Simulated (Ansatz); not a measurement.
# How GaN absorbs and reflects light

Wanted: where GaN starts to absorb, how strongly, and its refractive index. The cell comes from an older database entry, whose edges can differ from later determinations, mostly by under a per cent.

Method: DFT, PBE, plane-wave PAW, default files, scalar-relativistic, independent-particle optical response without local fields, in Ansatz 0.2.0.

This is a report of a sequence of runs, with most program output left out.

The database entry behind the starting cell differs from later determinations by our own check (about 0.3 % short, ideal inner coordinate), so it need not match the best structure at ambient conditions.

### Step 1. Set-up

Symmetry: P6_3mc, No. 186, hexagonal system. The conventional cell has a = 3.180 Å, b = 3.180 Å, c = 5.166 Å, α = 90.00°, β = 90.00°, γ = 120.00°. Ga has 4 N at 1.94 to 1.95 Å nearest. Nearest to N lie 4 Ga at 1.94 to 1.95 Å. Farther neighbours and most contacts between anions are not listed.

### Step 2. Ground state and bands

First the ground state: is it a metal or has it a gap?

This step: DFT, PBE, plane-wave PAW, default files, scalar-relativistic, ground state (Ansatz 0.2.0).

input.yaml

```yaml
crystal:
  lattice:
    - [3.18, 0.0, 0.0]
    - [-1.59, 2.753960784, 0.0]
    - [0.0, 0.0, 5.166]
  atoms:
    - { symbol: Ga, position: [0.6666666667, 0.3333333333, 0.5] }
    - { symbol: Ga, position: [0.3333333333, 0.6666666667, 0.0] }
    - { symbol: "N", position: [0.6666666667, 0.3333333333, 0.875] }
    - { symbol: "N", position: [0.3333333333, 0.6666666667, 0.375] }
kpoints:
  mp_grid: { grid: [8, 8, 5] }
  band_path:
    path:
      - [[0.0, 0.0, 0.0], [0.5, 0.0, 0.0], [0.33333333, 0.33333333, 0.0], [0.0, 0.0, 0.0], [0.0, 0.0, 0.5], [0.5, 0.0, 0.5], [0.33333333, 0.33333333, 0.5], [0.0, 0.0, 0.5]]
      - [[0.5, 0.0, 0.5], [0.5, 0.0, 0.0]]
      - [[0.33333333, 0.33333333, 0.0], [0.33333333, 0.33333333, 0.5]]
    npoints: 6
scf:
  occupations: { method: fermi_dirac, width: 0.05 }
  n_extra_bands: 8
hamiltonian:
  xc: pbe
  pseudopotentials: { kind: paw }
output:
  forces: true
  stress: true
  populations: true
  write_bands: true
  write_density: true
  write_potential: true
  elf: true
  volumetric_format: npy
```

Launch:

```console
ansatz run input.yaml --threads 4 --pin off --max-ram 8192MiB --backend cpu --events-out ev --progress --plain --runs-dir out
```

Wall time 2 s (4 threads of Intel Xeon at 2.80GHz (Skylake/Cascade Lake), shared host); peak memory 0.41 GiB.

Numbers from this step:

| Quantity | Value |
| --- | --- |
| free energy | -8335.7960 eV |
| Fermi energy | 10.86 eV |
| gap by band count | 1.964 eV |
| electrons | 36 |
| symmetry operations | 12 |
| pressure | 7.291 GPa |
| gap on the k-mesh | 1.964 eV |
| volume | 45.24 Å³ |
| gap on the path | 1.964 eV |
| least direct gap on the path | 1.964 eV |

There is a gap, 1.96 eV on the path, so no carriers' term is needed. The cell is left with a pressure of 7.3 GPa and forces up to 0.14 eV/Å, as it stands unrelaxed at this level.

Electronic bands along the path, in eV, zero at the Fermi level; v1 is the highest filled band, c1 the lowest empty one:

| point | v4 | v3 | v2 | v1 | c1 | c2 | c3 | c4 |
| --- | --- | --- | --- | --- | --- | --- | --- | --- |
| Γ | -2.07 | -1.07 | -1.01 | -1.01 | 0.95 | 3.29 | 8.24 | 8.92 |
| halfway | -3.88 | -3.03 | -1.76 | -1.50 | 3.32 | 4.96 | 6.39 | 7.55 |
| M | -5.29 | -3.79 | -3.27 | -2.00 | 4.07 | 4.60 | 5.06 | 7.66 |
| halfway | -5.30 | -4.59 | -3.43 | -2.89 | 4.59 | 5.64 | 5.66 | 7.50 |
| K | -6.35 | -4.05 | -4.05 | -3.73 | 4.12 | 6.86 | 6.86 | 7.42 |
| halfway | -4.70 | -3.43 | -2.03 | -1.95 | 3.97 | 5.91 | 6.29 | 6.67 |
| Γ | -2.07 | -1.07 | -1.01 | -1.01 | 0.95 | 3.29 | 8.24 | 8.92 |
| halfway | -1.93 | -1.93 | -1.18 | -1.18 | 2.14 | 3.40 | 7.85 | 8.62 |
| A | -1.56 | -1.56 | -1.56 | -1.56 | 3.28 | 3.28 | 7.53 | 7.53 |
| halfway | -3.11 | -3.11 | -2.32 | -2.32 | 4.26 | 4.26 | 6.69 | 6.69 |
| L | -2.97 | -2.97 | -2.94 | -2.94 | 3.42 | 3.42 | 6.83 | 6.83 |
| halfway | -4.24 | -4.24 | -2.63 | -2.63 | 4.38 | 4.38 | 7.16 | 7.16 |
| H | -5.24 | -5.24 | -2.52 | -2.52 | 5.48 | 5.48 | 6.32 | 6.32 |
| halfway | -3.15 | -3.15 | -2.84 | -2.84 | 4.69 | 4.69 | 6.69 | 6.69 |
| A | -1.56 | -1.56 | -1.56 | -1.56 | 3.28 | 3.28 | 7.53 | 7.53 |
| jump to L | -2.97 | -2.97 | -2.94 | -2.94 | 3.42 | 3.42 | 6.83 | 6.83 |
| halfway | -4.35 | -3.56 | -2.74 | -2.31 | 3.32 | 4.10 | 6.60 | 6.89 |
| M | -5.29 | -3.79 | -3.27 | -2.00 | 4.07 | 4.60 | 5.06 | 7.66 |
| jump to K | -6.35 | -4.05 | -4.05 | -3.73 | 4.12 | 6.86 | 6.86 | 7.42 |
| halfway | -6.05 | -4.24 | -3.24 | -3.24 | 4.88 | 6.25 | 6.25 | 7.21 |
| H | -5.24 | -5.24 | -2.52 | -2.52 | 5.48 | 5.48 | 6.32 | 6.32 |

Electrostatic potential energy in the ac plane at fractional y = 0.333, with atoms of Ga and N within 0.2 Å of it. With pseudopotentials it is smooth inside the atoms' cores, unlike the true potential.

Values in eV, 22 rows by 16 columns, each cell a mean:
```
  7   4   1   1   2   5   8   7  -3 -20 -31 -32 -25  -9   5   8
  8   7   5   4   5   7   9   3 -16 -37 -39 -39 -39 -24  -1   9
 10   9   8   8   9  10  10   2 -20 -39 -39 -39 -39 -28  -3   9
 11  11  11  11  11  11  11   6 -12 -32 -39 -39 -35 -19   2  11
 12  12  12  12  12  13  12  10   2 -12 -22 -23 -16  -2   9  12
 13  13  13  13  13  13  12  11   9   5   1   1   4   8  10  12
 12  13  13  13  13  12  11   9   6   3   1   1   2   5   8  10
 10  12  13  13  12  11   9   4  -2  -6  -8  -9  -7  -4   2   7
  8  11  12  12  12   9   5  -3  -9 -11 -11 -11 -11 -10  -6   3
  7  10  12  12  11   8   2  -8 -12 -11 -11 -11 -11 -12 -10  -2
  6  10  12  12  11   8   0  -9 -12 -11 -10 -10 -11 -12 -11  -4
  7  10  11  11  10   8   1  -8 -12 -11 -11 -11 -11 -12 -10  -2
  8  10  11  11  10   9   5  -3 -10 -11 -12 -12 -12 -11  -6   3
 10  11  11  11  11  10   8   3  -3  -8 -10 -10  -9  -5   1   7
 12  12  12  12  12  12  11   9   5   2  -1  -1   1   4   8  10
 12  13  13  12  12  12  12  11  10   9   8   7   8   9  11  12
 13  13  12  12  12  13  13  12  12  11  11  11  11  12  12  13
 12  11  11  11  11  12  12  12  13  13  13  13  13  13  12  12
 10   9   8   8   9  10  11  12  13  13  13  13  13  13  12  11
  8   6   5   4   5   7   9  11  12  13  13  13  13  12  12  10
  7   3   1   1   2   5   8  10  11  11  11  11  11  11  11   9
  6   2  -1  -1   1   4   7   9   9   4  -2  -3   2   8  10   9
```
Atoms in or near the plane, at fractional coordinates: Ga at (0.67, 0.50), N at (0.67, 0.88).

Valence density in the ac plane at fractional y = 0.333, with atoms of Ga and N within 0.2 Å of it. It is the smooth field of the valence electrons, not physical close to the nuclei.

Ten steps, logarithmic in the rise over the least value, from '_' (0 e/Å³) to '@' (45 e/Å³):
```
................::--------::::..
....______....::--========--::..
..________....::--========--::..
..__________..::--========--::..
____________....::--======--::..
______________..::--------::....
______________....::::::::....__
________________......::....____
________________......::....____
______________....::----::::..__
______________..::==****++--....
____________..::==**%%@@##==::..
..__________..::==##@@@@%%++::..
..............::==**%%@@##==::..
................::==****++--::..
..................::----::::....
..............__............____
____......______________________
________________________________
________________________________
________________________________
________________________________
________________________________
________________________________
____......____................__
..................::::::::::....
```
Atoms in or near the plane, at fractional coordinates: Ga at (0.67, 0.50), N at (0.67, 0.88).

### Step 3. Spectrum

The spectrum is a sum over vertical transitions between filled and empty bands at the fixed density, so many empty bands are needed.

This step: DFT, PBE, plane-wave PAW, default files, scalar-relativistic, independent-particle optical response without local fields (Ansatz 0.2.0).

input.yaml, the sections that differ from step 2:

```yaml
kpoints:
  mp_grid: { grid: [8, 8, 5] }
scf:
  occupations: { method: fixed }
output:
  optics:
    e_range: [0, 22]
    de: 0.05
    sigma: 0.15
    nscf_kmesh: { grid: [12, 12, 6] }
    bands: { spectra_wanted_up_to: 22 }
# crystal, hamiltonian: as in step 2
```

It took 42 s on 4 threads; peak memory 0.99 GiB.

Read-outs, printed or worked out from the files:

```
electronic dielectric constant ε∞, mean over x, y and z (by symmetry where fewer were run)                                                          : 5.920
absorption onset, first axis (α over 10⁴ cm⁻¹, or the direct gap if that lies higher)                                                               : 1.975 eV
main peak of Im epsilon, first axis                                                                                                                 : 7.909 eV
photocurrent from vertical transitions in a film 500 nm thick on a perfect mirror (two passes), AM1.5G, no front reflection, all carriers collected : 14.53 mA/cm²
least direct gap on the mesh                                                                                                                        : 1.964 eV
bands summed                                                                                                                                        : 47
spectra valid up to                                                                                                                                 : 35.37 eV
program's estimate of the k-sum error in Im epsilon                                                                                                 : 0.03 %
electrons in the f-sum                                                                                                                              : 16.48
```

The Im ε has structure finer than the step of the table below, so its rows give means over 0.5 eV, whole bins alone (the curve runs from 0 to 22 eV). Peaks (eV: height): E ∥ x or y 6.60: 8.11, 7.90: 8.86, 9.05: 7.21, 11.00: 7.29; E ∥ z 5.90: 9.44, 7.85: 8.44, 9.75: 6.33, 10.75: 10.5, 11.50: 8.95.

Im ε against photon energy; means over each step:

| photon energy (eV) | E ∥ x or y | E ∥ z |
| --- | --- | --- |
| 1.5 | 5.9e-4 | 1.3e-4 |
| 2.0 | 0.365 | 0.289 |
| 2.5 | 1.06 | 1.09 |
| 3.0 | 1.28 | 1.39 |
| 3.5 | 1.40 | 1.57 |
| 4.0 | 1.52 | 1.73 |
| 4.5 | 1.72 | 1.95 |
| 5.0 | 2.23 | 2.34 |
| 5.5 | 4.77 | 4.33 |
| 6.0 | 6.04 | 9.00 |
| 6.5 | 7.31 | 7.82 |
| 7.0 | 6.65 | 7.11 |
| 7.5 | 6.64 | 7.16 |
| 8.0 | 8.49 | 7.34 |
| 8.5 | 5.75 | 4.09 |
| 9.0 | 6.65 | 3.88 |
| 9.5 | 6.32 | 5.53 |
| 10.0 | 4.99 | 4.78 |
| 10.5 | 4.64 | 6.48 |
| 11.0 | 6.94 | 8.59 |
| 11.5 | 6.81 | 8.27 |
| 12.0 | 5.09 | 4.48 |
| 12.5 | 3.38 | 2.58 |
| 13.0 | 2.28 | 1.94 |
| 13.5 | 1.97 | 1.76 |
| 14.0 | 1.86 | 1.65 |
| 14.5 | 1.52 | 1.60 |
| 15.0 | 1.21 | 1.58 |
| 15.5 | 1.04 | 1.22 |
| 16.0 | 0.842 | 0.938 |
| 16.5 | 0.757 | 0.726 |
| 17.0 | 0.897 | 0.676 |
| 17.5 | 0.706 | 0.569 |
| 18.0 | 0.713 | 0.655 |
| 18.5 | 0.687 | 0.630 |
| 19.0 | 0.637 | 0.594 |
| 19.5 | 0.549 | 0.581 |
| 20.0 | 0.507 | 0.578 |
| 20.5 | 0.486 | 0.556 |
| 21.0 | 0.517 | 0.561 |
| 21.5 | 0.536 | 0.569 |

The Re ε by photon energy:

| photon energy (eV) | E ∥ x or y | E ∥ z |
| --- | --- | --- |
| 0.0 | 5.88 | 6.00 |
| 0.5 | 5.92 | 6.04 |
| 1.0 | 6.03 | 6.16 |
| 1.5 | 6.28 | 6.41 |
| 2.0 | 6.99 | 7.12 |
| 2.5 | 6.78 | 7.05 |
| 3.0 | 6.63 | 6.88 |
| 3.5 | 6.66 | 6.89 |
| 4.0 | 6.87 | 7.06 |
| 4.5 | 7.33 | 7.47 |
| 5.0 | 8.25 | 8.29 |
| 5.5 | 9.60 | 10.6 |
| 6.0 | 6.73 | 7.01 |
| 6.5 | 6.89 | 4.41 |
| 7.0 | 3.89 | 3.65 |
| 7.5 | 5.14 | 3.34 |
| 8.0 | 2.55 | 0.191 |
| 8.5 | 0.988 | 0.450 |
| 9.0 | 2.33 | 2.75 |
| 9.5 | 0.907 | 2.84 |
| 10.0 | -0.147 | 1.23 |
| 10.5 | 1.88 | 5.35 |
| 11.0 | 0.874 | -1.00 |
| 11.5 | -1.42 | -1.94 |
| 12.0 | -3.01 | -4.59 |
| 12.5 | -3.00 | -3.06 |
| 13.0 | -2.18 | -2.18 |
| 13.5 | -1.69 | -1.53 |
| 14.0 | -1.44 | -1.24 |
| 14.5 | -1.40 | -1.00 |
| 15.0 | -1.14 | -1.04 |
| 15.5 | -0.928 | -1.07 |
| 16.0 | -0.745 | -0.915 |
| 16.5 | -0.412 | -0.620 |
| 17.0 | -0.379 | -0.499 |
| 17.5 | -0.272 | -0.205 |
| 18.0 | -0.156 | -0.0956 |
| 18.5 | -0.0856 | -0.0627 |
| 19.0 | -0.0929 | 0.0271 |
| 19.5 | 0.0101 | 0.131 |
| 20.0 | 0.0827 | 0.129 |
| 20.5 | 0.210 | 0.205 |
| 21.0 | 0.261 | 0.247 |
| 21.5 | 0.196 | 0.182 |
| 22.0 | 0.297 | 0.239 |

The reflectivity at normal incidence has structure finer than the step of the table below, so its rows give means over 0.5 eV, whole bins alone (the curve runs from 0 to 22 eV). Peaks (eV: height): E ∥ x or y 6.60: 32.3, 8.15: 35.9, 9.75: 34.0, 12.70: 53.6, 17.25: 32.4; E ∥ z 5.85: 35.7, 8.00: 37.3, 9.80: 30.3, 12.00: 60.0, 16.20: 46.0.

Table of reflectivity at normal incidence by photon energy; means over each step:

| photon energy (eV) | E ∥ x or y (%) | E ∥ z (%) |
| --- | --- | --- |
| 0.5 | 17.4 | 17.8 |
| 1.0 | 17.8 | 18.1 |
| 1.5 | 18.5 | 18.8 |
| 2.0 | 20.1 | 20.5 |
| 2.5 | 20.2 | 20.9 |
| 3.0 | 20.0 | 20.7 |
| 3.5 | 20.2 | 20.9 |
| 4.0 | 20.8 | 21.4 |
| 4.5 | 22.0 | 22.6 |
| 5.0 | 24.5 | 24.7 |
| 5.5 | 29.2 | 30.3 |
| 6.0 | 28.5 | 34.6 |
| 6.5 | 31.0 | 31.7 |
| 7.0 | 28.7 | 30.2 |
| 7.5 | 28.6 | 30.5 |
| 8.0 | 35.0 | 35.9 |
| 8.5 | 29.2 | 25.3 |
| 9.0 | 30.4 | 19.6 |
| 9.5 | 32.4 | 25.9 |
| 10.0 | 30.8 | 24.9 |
| 10.5 | 24.1 | 27.7 |
| 11.0 | 33.7 | 40.6 |
| 11.5 | 41.1 | 45.9 |
| 12.0 | 48.1 | 59.1 |
| 12.5 | 51.9 | 57.0 |
| 13.0 | 50.1 | 52.3 |
| 13.5 | 45.4 | 45.0 |
| 14.0 | 42.9 | 40.9 |
| 14.5 | 45.4 | 37.3 |
| 15.0 | 44.6 | 38.2 |
| 15.5 | 42.7 | 43.3 |
| 16.0 | 41.4 | 44.5 |
| 16.5 | 32.5 | 41.3 |
| 17.0 | 28.3 | 37.3 |
| 17.5 | 28.6 | 29.5 |
| 18.0 | 23.5 | 22.0 |
| 18.5 | 21.4 | 20.7 |
| 19.0 | 21.6 | 17.9 |
| 19.5 | 18.9 | 14.6 |
| 20.0 | 15.9 | 13.8 |
| 20.5 | 11.8 | 11.7 |
| 21.0 | 9.86 | 10.5 |
| 21.5 | 11.7 | 12.3 |

Values under 1 per cm are given as 1. Absorption coefficient against photon energy:

| photon energy (eV) | E ∥ x or y (1/cm) | E ∥ z (1/cm) |
| --- | --- | --- |
| 0.00 | 1 | 1 |
| 1.00 | 1 | 1 |
| 2.00 | 12402 | 7603 |
| 3.00 | 75586 | 80658 |
| 4.00 | 1.2e5 | 1.3e5 |
| 5.00 | 1.9e5 | 2.0e5 |
| 6.00 | 6.5e5 | 9.2e5 |
| 7.00 | 9.7e5 | 1.0e6 |
| 8.00 | 1.5e6 | 1.6e6 |
| 9.00 | 1.5e6 | 8.8e5 |
| 10.00 | 1.6e6 | 1.3e6 |
| 11.00 | 2.0e6 | 2.4e6 |
| 12.00 | 2.6e6 | 2.8e6 |
| 13.00 | 2.1e6 | 2.1e6 |
| 14.00 | 2.0e6 | 1.8e6 |
| 15.00 | 1.8e6 | 1.9e6 |
| 16.00 | 1.6e6 | 1.7e6 |
| 17.00 | 1.4e6 | 1.4e6 |
| 18.00 | 1.2e6 | 1.1e6 |
| 19.00 | 1.2e6 | 1.0e6 |
| 20.00 | 9.5e5 | 9.8e5 |
| 21.00 | 8.4e5 | 9.0e5 |
| 22.00 | 6.0e5 | 6.7e5 |

The loss function −Im 1/ε at q → 0 has structure finer than the step of the table below, so its rows give means over 1 eV, whole bins alone (the curve runs from 0 to 22 eV). Peaks (eV: height): E ∥ x or y 20.2: 1.97, 21.8: 2.10; E ∥ z 19.4: 1.75, 21.9: 2.14.

The loss function −Im 1/ε at q → 0 by energy loss; means over each step:

| energy loss (eV) | E ∥ x or y | E ∥ z |
| --- | --- | --- |
| 1 | 0 | 0 |
| 2 | 0.00883 | 0.00751 |
| 3 | 0.0277 | 0.0278 |
| 4 | 0.0305 | 0.0325 |
| 5 | 0.0314 | 0.0310 |
| 6 | 0.0651 | 0.0650 |
| 7 | 0.101 | 0.111 |
| 8 | 0.115 | 0.151 |
| 9 | 0.149 | 0.189 |
| 10 | 0.196 | 0.161 |
| 11 | 0.146 | 0.111 |
| 12 | 0.149 | 0.117 |
| 13 | 0.226 | 0.237 |
| 14 | 0.331 | 0.389 |
| 15 | 0.439 | 0.440 |
| 16 | 0.714 | 0.570 |
| 17 | 1.04 | 1.07 |
| 18 | 1.35 | 1.52 |
| 19 | 1.58 | 1.67 |
| 20 | 1.88 | 1.62 |
| 21 | 1.56 | 1.51 |

At chosen wavelengths:

| wavelength (nm) | n xy | k xy | R (%) xy | 1/α xy | n z | k z | R (%) z | 1/α z |
| --- | --- | --- | --- | --- | --- | --- | --- | --- |
| 1550 | 2.44 | 0.000 | 17.6 | over 1 mm | 2.47 | 0.000 | 17.9 | over 1 mm |
| 1064 | 2.47 | 0.000 | 17.9 | over 1 mm | 2.49 | 0.000 | 18.3 | over 1 mm |
| 800 | 2.51 | 0.000 | 18.6 | over 1 mm | 2.54 | 0.000 | 18.9 | over 1 mm |
| 532 | 2.63 | 0.179 | 20.3 | 236 nm | 2.68 | 0.175 | 21.0 | 242 nm |
| 450 | 2.59 | 0.232 | 20.0 | 154 nm | 2.65 | 0.243 | 20.7 | 148 nm |
| 405 | 2.59 | 0.252 | 20.0 | 128 nm | 2.64 | 0.270 | 20.7 | 119 nm |
| 248 | 2.90 | 0.373 | 24.4 | 53 nm | 2.91 | 0.398 | 24.6 | 50 nm |

Rows near the edge hang on the gap, which this functional as a rule makes too small, and phonon-assisted absorption is left out.

A film 1 µm thick would pass 6 % of daylight and look red, dark in transmission (x = 0.641, y = 0.350). A larger true gap would move the edge to shorter wavelengths and change the colour.

At 1064 nm the birefringence n(z) − n(x) is +0.025: the crystal is uniaxial positive at this level.

The f-sum over the summed bands holds 16.5 of the cell's 36 electrons outside the frozen cores, 24 of which lie in bands more than 12 eV below the Fermi level, whose transitions come at higher energies. Up to 22 eV the strength has a mean oscillator energy of 8.8 eV, close to the main peak.

### Step 4. Static response with local fields

A static field by perturbation theory: the induced potential is included, and the Born charges come with it.

This step: DFT, PBE, plane-wave PAW, default files, scalar-relativistic, static field response by perturbation theory with local fields (Ansatz 0.2.0).

Changes to input.yaml since step 3:

```diff
@@ -17,8 +17,2 @@
   pseudopotentials: { kind: paw }
-output:
-  optics:
-    e_range: [0, 22]
-    de: 0.05
-    sigma: 0.15
-    nscf_kmesh: { grid: [12, 12, 6] }
-    bands: { spectra_wanted_up_to: 22 }
+dielectric: {}
```

It took 38 s on 4 threads; peak memory 1.2 GiB.

This step gave:

| Property | Result |
| --- | --- |
| electronic dielectric constant ε∞, mean over x, y and z (by symmetry where fewer were run) | 5.790 |

ε∞ with local fields:

```
5.74 0.00 0.00
0.00 5.74 0.00
0.00 0.00 5.88
```

Diagonal elements. Born, by row:

| atom | Z*xx (e) | Z*yy (e) | Z*zz (e) |
| --- | --- | --- | --- |
| Ga1 | 2.621 | 2.621 | 2.752 |
| Ga2 | 2.621 | 2.621 | 2.752 |
| N3 | -2.621 | -2.621 | -2.752 |
| N4 | -2.621 | -2.621 | -2.752 |

Mean Born charges are Ga +2.66 and N -2.66, against formal valences of +3 and -3. They lie near the ionic values.

### Step 5. What came out

* gap on the path: 1.96 eV
* least direct gap on the path: 1.96 eV
* electronic dielectric constant ε∞, mean over x, y and z (by symmetry where fewer were run) (independent particles): 5.92
* absorption onset, first axis (α over 10⁴ cm⁻¹, or the direct gap if that lies higher): 1.97 eV
* main peak of Im epsilon, first axis: 7.91 eV
* photocurrent from vertical transitions in a film 500 nm thick on a perfect mirror (two passes), AM1.5G, no front reflection, all carriers collected: 14.5 mA/cm²
* electronic dielectric constant ε∞, mean over x, y and z (by symmetry where fewer were run) (static response with local fields): 5.79

**Reading.** At this level (PBE, independent particles) GaN has a mean ε∞ = 5.92 (5.79 with local fields) and n = 2.44 at 1550 nm (E ∥ x); absorption sets in near 2.0 eV, and Im ε peaks at 7.9 eV (E ∥ x). The gap on the path is direct, 1.96 eV. Absorption passes 10⁴ cm⁻¹ from the direct gap on, 1.96 eV, inside the visible range. Distinct maxima of Im ε, read by a parabola through the highest points, lie at 6.62 eV (8.1), 7.91 eV (8.9), 9.06 eV (7.2) and 11.01 eV (7.3) for E ∥ x or y. The static values by axis are 5.88 (xy), 6.00 (z). The f-sum over the summed bands holds 16.5 of the cell's 36 electrons outside the frozen cores, 24 of which lie in bands more than 12 eV below the Fermi level, whose transitions come at higher energies. Up to 22 eV the strength has a mean oscillator energy of 8.8 eV, close to the main peak. A film 1 µm thick would pass 6 % of daylight and look red, dark in transmission (x = 0.641, y = 0.350). A larger true gap would move the edge to shorter wavelengths and change the colour. At 1064 nm the birefringence n(z) − n(x) is +0.025: the crystal is uniaxial positive at this level. In the base spectrum excitons and phonon-assisted transitions are missing, and so are local fields; PBE gaps are as a rule too small, which pulls the onset down and ε∞ up. In the base run ε includes the program's bounded estimate of what the bands above those summed add.

[Logs are printed without paths, hosts, clocks, repeated set-up lines and the standing remarks that a program may print on its own settings, such as how far it seeks lower states.]

[Hosts, paths, dates, database ids (printed as entryN), source tags and the programs' standing remarks are cut or masked in the printed files.]
